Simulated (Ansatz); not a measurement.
## BN (P6_3/mmc): how ε∞ follows the gap

The empty bands of BN (P6_3/mmc) are shifted up rigidly by Δ, and ε∞ along x is computed for each shift. x, y and z are the Cartesian axes of the input cell.

Symmetry: P6_3/mmc, No. 194, hexagonal system. The conventional cell has a = 2.498 Å, b = 2.498 Å, c = 6.636 Å, α = 90.00°, β = 90.00°, γ = 120.00°. N on site d has 3 B at 1.44 Å as nearest neighbours. B on site c has 3 N at 1.44 Å as nearest neighbours.

Method: Ansatz 0.2.0, PBE, independent particles, k-mesh 12×12×4 with interpolation inside its cells, Gaussian parameter 0.1 eV.

Launch of the response step: `ansatz run input.yaml --threads 4 --pin off --max-ram 8192MiB --backend cpu --events-out ev --progress --plain --runs-dir out`. The series took 2.3 min in all, on 4 threads of Intel(R) Xeon(R) Processor @ 2.50GHz (Skylake/Cascade Lake), on a shared host.

| Δ (eV) | ε∞ along x |
| --- | --- |
| 0.00 | ? |
| 0.40 | 4.650 |
| 0.80 | 4.484 |
| 1.20 | 4.334 |
| 1.60 | 4.198 |
| 2.00 | 4.074 |

With one effective transition at E₀ and fixed dipole strength, ε∞ − 1 = A/(E₀ + Δ), so 1/(ε∞ − 1) is linear in Δ.

Working, on the rows shown:

| x = Δ (eV) | y = 1/(ε∞ − 1) |
| --- | --- |
| 0.4 | 0.273973 |
| 0.8 | 0.287026 |
| 1.2 | 0.29994 |
| 1.6 | 0.312695 |
| 2 | 0.325309 |

Means: x̄ = 1.2, ȳ = 0.29979. Σ(x − x̄)(y − ȳ) = 0.05134, Σ(x − x̄)² = 1.6. Slope = 0.05134 / 1.6 = 0.03209; intercept = ȳ − slope · x̄ = 0.26129. Turned back into ε∞ along x, the line misses the rows shown by at most 0.002.

Q: Predict the last column of the withheld row from the fit.

A: At x = 0 the line gives y = 0.26129, that is 4.827. The run gave 4.837, so the extrapolation is off by 0.0098, 1.3 % of the range in the table.

Refitted with all rows, the slope is 0.03232 and the intercept 0.26094. These give E₀ = intercept/slope = 8.1 eV, far above the least direct gap of 4.66 eV: most of the screening comes from transitions well over the edge. Over the first step ε∞ falls by 10 % per eV. The cell comes from an older database entry, whose edges can be off by a per cent or so. Excitons are left out and so are local fields; PBE gaps are as a rule too small.
